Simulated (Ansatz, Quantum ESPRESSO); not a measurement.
# BeAgF3 (Pm-3m): Raman and infrared activity, part 3 of 3

Wanted: vibrational spectra of BeAgF3 (Pm-3m) from linear and non-linear response.

Quantum ESPRESSO 8.0 development, patched; DFT LDA, scalar-relativistic, plane waves, PseudoDojo norm-conserving pseudopotentials.

So far. Step 6 (Zone-centre analysis): The rule moves no optical mode by more than 0.1 cm⁻¹. Step 8 (Modes along a direction of q (1 0 0)): The field moves 3 modes; the highest of them now lies at 547 cm⁻¹, where the highest that moved away lay at 424.

The structure was built from a prototype and need not be the compound's stable phase.

### 9. The same in Ansatz

A second program on the same cell, potentials, cutoff and meshes tests the implementation of the phonon response, not its convergence. Its field response is summed in its own way. Its k mesh is centred on Γ.

This step: DFT LDA, scalar-relativistic, plane waves, PseudoDojo norm-conserving pseudopotentials (Ansatz 0.2.0).

Contents of input.yaml:

```yaml
crystal:
  lattice:
    - [3.5637508534, 0.0, 0.0]
    - [0.0, 3.5637508534, 0.0]
    - [0.0, 0.0, 3.5637508534]
  atoms:
    - { symbol: Ag, position: [0.0, 0.0, 0.0] }
    - { symbol: Be, position: [0.5, 0.5, 0.5] }
    - { symbol: F, position: [0.5, 0.5, 0.0] }
    - { symbol: F, position: [0.5, 0.0, 0.5] }
    - { symbol: F, position: [0.0, 0.5, 0.5] }
kpoints:
  mp_grid: { grid: [8, 8, 8] }
hamiltonian:
  xc: lda
  pseudopotentials: { kind: nc, accuracy: standard }
scf:
  occupations: { method: fixed }
output:
  eigenvalues: true
basis:
  ecutwfc: 1197.301
phonons:
  method: dfpt
  dielectric: true
  rigid_motions: translations
  raman: true
```

On the command line:

```bash
$ ansatz run input.yaml --threads 4 --pin off --max-ram 16384MiB --backend cpu --events-out ev --progress --plain --runs-dir out
```

The log of the run:

```text
Engine: ansatz 0.2.0, aarch64-unknown-linux-gnu
Pseudopotentials: kind: nc
Pseudopotential: Ag, nc, valence charge 19, recommended cutoff 1170.089609 eV (normal), Ag.nc.azcp (PseudoDojo's, or run here from an input of PseudoDojo's; its table is named by hamiltonian.pseudopotentials.accuracy)
Pseudopotential: Be, nc, valence charge 4, recommended cutoff 1197.300995 eV (normal), Be.nc.azcp (PseudoDojo's, or run here from an input of PseudoDojo's; its table is named by hamiltonian.pseudopotentials.accuracy)
Pseudopotential: F, nc, valence charge 7, recommended cutoff 1142.878222 eV (normal), F.nc.azcp (PseudoDojo's, or run here from an input of PseudoDojo's; its table is named by hamiltonian.pseudopotentials.accuracy)
Functional definition: SPW92
  exchange = slater_x
  correlation = pw_c
Crystal: 5 atoms, lattice volume = 45.261 Å³
Basis set: ecut = 1197.301 eV, 4337 PW (Γ), exchange–correlation on 90×90×90 points (8 copies of the dense FFT grid, shifted against one another)
Bands: 27, of which v1, the nominal top of the filled ones, is band 22 counted from 1 (21 counted from 0)
Symmetry: 48 space group operations
k-points: 170 of 512 (irreducible under 2 space group operations, time reversal used)
Non-local potential: Ag, projectors of the file, l = 0: 2, l = 1: 2, l = 2: 2
Non-local potential: Be, projectors of the file, l = 0: 2, l = 1: 2
Non-local potential: F, projectors of the file, l = 0: 2, l = 1: 2, l = 2: 1
Initial density: superposition of atomic densities (chi_scale 0.1, normalization cell, long waves kept (reshape's long-wave potential 0.03 eV rms))
Initial wavefunctions: pseudopotential atomic-orbital guess
Functional: x = slater, c = lda
SCF iter   1: F=—  HF=-6611.563926 eV  |F-HF|=—  |Δ(HF+E_count)|=         —  Δρ=2.26e-1  dr2=2.16e1  ethr=3.10e-3  ⟨swp⟩=5.1  Hψ=18602  notcnv=0  defer=480
preconditioner: auto → Resta (q_TF=auto, 2.715 Å⁻¹)  ε∞=4.7  [insulator: Δε(μ)=1.007 eV  Ē_g=16.769 eV  n_scr=18 (ndim 8)  ℏωp=32.2 eV  f_vac=0.000  ε∞_Penn≈4.7]
SCF iter   2: F=—  HF=-6604.531443 eV  |F-HF|=—  |Δ(HF+E_count)|=    7.03e0  Δρ=5.34e-2  dr2=1.79e0  ethr=3.10e-3  ⟨swp⟩=4.0  Hψ=10860  notcnv=0  defer=424
SCF iter   3: F=—  HF=-6603.846543 eV  |F-HF|=—  |Δ(HF+E_count)|=   6.85e-1  Δρ=2.64e-2  dr2=3.10e-1  ethr=3.10e-3  ⟨swp⟩=3.0  Hψ=7347  notcnv=0  defer=485
SCF iter   4: F=—  HF=-6603.696885 eV  |F-HF|=—  |Δ(HF+E_count)|=   1.50e-1  Δρ=8.13e-3  dr2=3.05e-2  ethr=7.04e-4  ⟨swp⟩=3.7  Hψ=9341  notcnv=0  defer=502
SCF iter   5: F=—  HF=-6603.684259 eV  |F-HF|=—  |Δ(HF+E_count)|=   1.26e-2  Δρ=2.10e-3  dr2=1.23e-3  ethr=6.94e-5  ⟨swp⟩=3.1  Hψ=7647  notcnv=0  defer=505
SCF iter   6: F=—  HF=-6603.683900 eV  |F-HF|=—  |Δ(HF+E_count)|=   3.59e-4  Δρ=2.50e-4  dr2=2.25e-5  ethr=2.79e-6  ⟨swp⟩=2.2  Hψ=9548  notcnv=0  defer=503
SCF iter   7: F=—  HF=-6603.683892 eV  |F-HF|=—  |Δ(HF+E_count)|=   8.04e-6  Δρ=6.66e-5  dr2=1.02e-6  ethr=5.11e-8  ⟨swp⟩=2.3  Hψ=6560  notcnv=0  defer=496
SCF iter   8: F=—  HF=-6603.683770 eV  |F-HF|=—  |Δ(HF+E_count)|=   1.22e-4  Δρ=5.78e-6  dr2=1.23e-8  ethr=2.31e-9  ⟨swp⟩=2.0  Hψ=7244  notcnv=0  defer=458
SCF iter   9: F=—  HF=-6603.683770 eV  |F-HF|=—  |Δ(HF+E_count)|=   3.19e-9  Δρ=9.04e-7  dr2=2.66e-10  ethr=2.79e-11  ⟨swp⟩=2.2  Hψ=7665  notcnv=0  defer=458
SCF iter  10: F=-6603.683770 eV  HF=-6603.683770 eV  |F-HF|=3.64e-12  |Δ(HF+E_count)|=  9.09e-12  Δρ=1.31e-7  dr2=4.86e-12  ethr=1.00e-12  ⟨swp⟩=15.4  Hψ=35436  notcnv=0
SCF 1 converged in 10 iterations: F = -6603.683770 eV  dr2 = 4.86e-12
DFPT response loops at Γ: preconditioner auto → none (the input reference at scf.mixing.eps_inf says where Resta's filter doesn't serve); β = 0.50; Broyden in place of MSR1
── the response to a field inside a basis, on 8×8×8 k-points: an SCF that follows is theirs, and a resumed run solves both again ──
Bands: 23, of which v1, the nominal top of the filled ones, is band 22 counted from 1 (21 counted from 0)
k-points: 20 of 512
Initial density: handed on by an earlier stage of this run
Initial wavefunctions: pseudopotential atomic-orbital guess (no wavefunctions were taken with the density)
Eigensolver: Dense (20 Hₖ)
SCF iter   1: F=—  HF=-6603.666957 eV  |F-HF|=—  |Δ(HF+E_count)|=         —  Δρ=2.69e-4  dr2=2.53e-6  ethr=1.00e-1
preconditioner: auto → Resta (q_TF=auto, 2.715 Å⁻¹)  ε∞=8.0  [insulator: Δε(μ)=2.338 eV  Ē_g=12.179 eV  n_scr=18 (ndim 8)  ℏωp=32.2 eV  f_vac=0.000  ε∞_Penn≈8.0]
SCF iter   2: F=—  HF=-6603.666961 eV  |F-HF|=—  |Δ(HF+E_count)|=   4.30e-6  Δρ=1.42e-4  dr2=7.44e-7  ethr=5.74e-9
SCF iter   3: F=—  HF=-6603.666963 eV  |F-HF|=—  |Δ(HF+E_count)|=   1.67e-6  Δρ=5.05e-6  dr2=3.40e-9  ethr=1.69e-9
SCF iter   4: F=—  HF=-6603.666963 eV  |F-HF|=—  |Δ(HF+E_count)|=  7.62e-10  Δρ=1.64e-6  dr2=4.78e-10  ethr=7.73e-12
SCF iter   5: F=-6603.666963 eV  HF=-6603.666963 eV  |F-HF|=5.46e-12  |Δ(HF+E_count)|=  9.55e-11  Δρ=2.49e-7  dr2=1.39e-11  ethr=1.09e-12
SCF 1 converged in 5 iterations: F = -6603.666963 eV  dr2 = 1.39e-11
DFPT response loops at Γ: mixed as the last ones told, above
DFPT response loops at Γ: mixed as the last ones told, above
DFPT response loops at Γ: mixed as the last ones told, above
SCF converged after 10 iterations
Free energy (F): -6603.683770 eV
Harris-Foulkes:  -6603.683770 eV  (|F-HF|=3.64e-12)
Internal energy: -6603.683770 eV  (E = F + TS)
E sigma→0 (E₀):  -6603.683770 eV
Fermi energy:    9.731771 eV
--- Per-component energies (eV) ---
  E_band       = -490.173873
  E_kinetic    = 3007.877865
  E_local      = -4923.506901  (includes V_loc(G=0)·N_el)
  E_nonlocal   = -513.428893
  E_hartree    = 1527.045871
  E_xc         = -1134.054175
  E_vxc        = -1115.207816  (∫ρ·V_xc dr)
  E_ewald      = -4567.617538
  E_smearing   = -0.000000  (= −TS)
  E_closure    = 0.000000  (closes the sum)
  Σ components = -6603.683770   (vs F -6603.683770, Δ=0.00e0)
--- Band table (eV; the first three rows and the last of 170) ---
  k-point 0: bands = [... 18 lower, 8.1894, 8.6893, 8.6893, 8.6893, 11.7116, 18.4733, 23.2722, 23.2722, ... 1 higher]
  k-point 1: bands = [... 18 lower, 8.4338, 8.6961, 8.8649, 8.8649, 12.1151, 18.6096, 22.2485, 23.2347, ... 1 higher]
  k-point 2: bands = [... 18 lower, 8.7126, 8.8938, 9.2447, 9.2447, 13.1266, 18.8986, 20.5643, 23.1346, ... 1 higher]
  k-point 169: bands = [... 18 lower, 8.6289, 8.6289, 9.0566, 9.0566, 14.9444, 19.1470, 19.1470, 19.1470, ... 1 higher]
--- Phonons (Γ-DFPT): 4 representative perturbations + reference, on 170 of 512 k-points (Σ response iterations 14) ---
  k mesh reduced under 2 symmetry operations, with k and −k counted as one. Each operation leaves every solved perturbation unchanged. A smaller set is not considered because the run solves the response to a homogeneous field
  ASR residual: 1.151e-4 → 0.000e0 eV/Å²; symmetrization residual: 1.986e-6 eV/Å²
  ASR residual per site (eV/Å²): 1.15e-4 2.36e-5 2.91e-5 2.91e-5 2.91e-5
  Γ frequencies (cm⁻¹): -222.34 -222.34 -222.34 0.00 0.00 0.00 182.30 182.30 182.30 253.88 253.88 253.88 423.61 423.61 423.61
  ε∞ (high-frequency dielectric tensor):
        3.168958    -0.000000     0.000000
        0.000000     3.168958     0.000000
        0.000000     0.000000     3.168958
  softest optical mode at Γ: -222.34 cm⁻¹; the repairs (sum rule, projections) moved no ω² at Γ by more than (1.27 cm⁻¹)²
  Born effective charges Z* (e; rows j = field, columns β = displacement):
    site 0:
         1.55195    0.00000    0.00000
         0.00000    1.55195    0.00000
         0.00000    0.00000    1.55195
    site 1:
         2.32971    0.00000    0.00000
        -0.00000    2.32971    0.00000
         0.00000    0.00000    2.32971
    site 2:
        -1.16248    0.00000    0.00000
        -0.00000   -1.16248    0.00000
         0.00000    0.00000   -1.55671
    site 3:
        -1.16248    0.00000    0.00000
        -0.00000   -1.55671    0.00000
         0.00000    0.00000   -1.16248
    site 4:
        -1.55671    0.00000    0.00000
        -0.00000   -1.16248    0.00000
         0.00000    0.00000   -1.16248
  Z* charge neutrality: 1.189e-4 e pre-enforcement
  k-mesh period / interband length: 28.5 Å / 1.10 Å = 25.83 at k = (0.0000, 0.0000, 0.0000), direct gap 3.022 eV — 14 or more, which is no proof of convergence
  Raman tensors (in the event stream and the table raman_tensors.tsv): an entry may err by 5.9e-4 Å², one of the second-order susceptibility by 5.1e-20 pm/V (basis, points and sum rule); their sum over the sites missed zero by 4.438e-21 Å² ahead of its enforcement
  optical modes at Γ without the LO–TO term, one row a degenerate level:
      ω (cm⁻¹)  modes    IR ((D/Å)²/amu)  static Raman (Å⁴/amu)  depolarisation
       -222.34      3            57.1582                 0.0000               —
        182.30      3             0.3511                 0.0000               —
        253.88      3             0.0000                 0.0000               —
        423.61      3             4.3934                 0.0000               —
  optical modes at Γ + LO–TO along q̂ = [1.0000, 0.0000, 0.0000]:
      ω (cm⁻¹)  modes    IR ((D/Å)²/amu)  static Raman (Å⁴/amu)  depolarisation
       -222.34      2            38.1054                 0.0000               —
        180.22      1             0.0216                 0.0000               —
        182.30      2             0.2341                 0.0000               —
        253.88      3             0.0000                 0.0000               —
        371.66      1             3.2069                 0.0000               —
        423.61      2             2.9290                 0.0000               —
        547.24      1            17.4057                 0.0000               —
  optical modes at Γ + LO–TO along q̂ = [0.0000, 1.0000, 0.0000]:
      ω (cm⁻¹)  modes    IR ((D/Å)²/amu)  static Raman (Å⁴/amu)  depolarisation
       -222.34      2            38.1054                 0.0000               —
        180.22      1             0.0216                 0.0000               —
        182.30      2             0.2341                 0.0000               —
        253.88      3             0.0000                 0.0000               —
        371.66      1             3.2069                 0.0000               —
        423.61      2             2.9290                 0.0000               —
        547.24      1            17.4057                 0.0000               —
  optical modes at Γ + LO–TO along q̂ = [0.0000, 0.0000, 1.0000]:
      ω (cm⁻¹)  modes    IR ((D/Å)²/amu)  static Raman (Å⁴/amu)  depolarisation
       -222.34      2            38.1054                 0.0000               —
        180.22      1             0.0216                 0.0000               —
        182.30      2             0.2341                 0.0000               —
        253.88      3             0.0000                 0.0000               —
        371.66      1             3.2069                 0.0000               —
        423.61      2             2.9290                 0.0000               —
        547.24      1            17.4057                 0.0000               —
```

Run time: 5.4 min. Hardware: 4 threads of Arm Neoverse V1, shared host; peak memory 3.2 GiB; 21 min of CPU time.

Numbers from this step:

```
sum-rule residual before enforcement : 1.15e-4 eV/Å²
miss of the charge sum rule          : 1.19e-4 e
lowest optical zone-centre mode      : -222.3 cm⁻¹
```

Transverse modes; imaginary modes left out. Lines of the infrared spectrum (strongest = 100):

```
position (cm⁻¹)  label  IR intensity ((D/Å)²/amu), degenerate modes summed, relative
            182    T1u                                                           8.0
            254    T2u                                                           0.0
            424    T1u                                                           100
```

### 10. Side by side: QE PseudoDojo and Ansatz, PseudoDojo

Numbers from this step:

* root-mean-square difference: 0.05 cm⁻¹
* largest difference: 0.07 cm⁻¹

The two runs side by side. Further quantities:

```
                                                                               quantity  QE PseudoDojo  Ansatz, PseudoDojo
                                                                                mean ε∞          3.169               3.169
largest Born charge in size (e; the first before, the second after the charge sum rule)           2.33                2.33
                                                       summed IR intensity ((D/Å)²/amu)          61.91                61.9
```

At the zone centre the largest difference (acoustic modes at Γ apart) is 0.02 % of the highest mode.

### 11. Results

```yaml
space_group_after_relaxation: Pm-3m
volume_per_atom: 9.05 Å³
gap_on_the_k_mesh: 1.98 eV
highest_optical_zone_centre_mode_no_lo_to_term: 423.6 cm⁻¹
lowest_optical_zone_centre_mode: -222.4 cm⁻¹
highest_mode_moved_by_the_lo_to_term: 547.2 cm⁻¹
mean_high_frequency_dielectric_constant: 3.17
largest_born_charge_in_size_third_of_the_trace: 2.33 e
imaginary_optical_modes_at_the_zone_centre_no_q_mesh_in_this_session: yes
largest_difference_from_ansatz_pseudodojo: 0.07 cm⁻¹
```

What this shows: No mode is Raman active in this structure; the strongest infrared line lies at 424 cm⁻¹. At the LDA level the optical modes of BeAgF3 (Pm-3m) at the zone centre (no LO-TO term) run from 222i to 424 cm⁻¹, so the structure is a saddle point, with 3 modes beyond 10i cm⁻¹ there. Along the directions run, the highest mode that the macroscopic field moves lies at 547 cm⁻¹. Of the 12 optical modes, 9 are infrared active alone and 3 are silent. QE PseudoDojo and Ansatz, PseudoDojo agree to 0.07 cm⁻¹ (0.02 % of the highest mode compared) on all solved modes but the acoustic ones at Γ, without the LO-TO term. These are harmonic frequencies at zero temperature: anharmonic shifts and linewidths and thermal expansion are left out. The build is a development version in which the Raman tensors of release 7.5 are mended; dynmat.x leaves out the electro-optic term of LO lines. The structure is a hypothetical one, built on a prototype.

[Host names and launcher messages were left out of these logs when they were recorded.]

[Logs are printed without paths, hosts, clocks, repeated set-up lines and the standing remarks that a program may print on its own settings, such as how far it seeks lower states.]

[Hosts, paths, dates, database ids (printed as entryN), source tags and the programs' standing remarks are cut or masked in the printed files.]
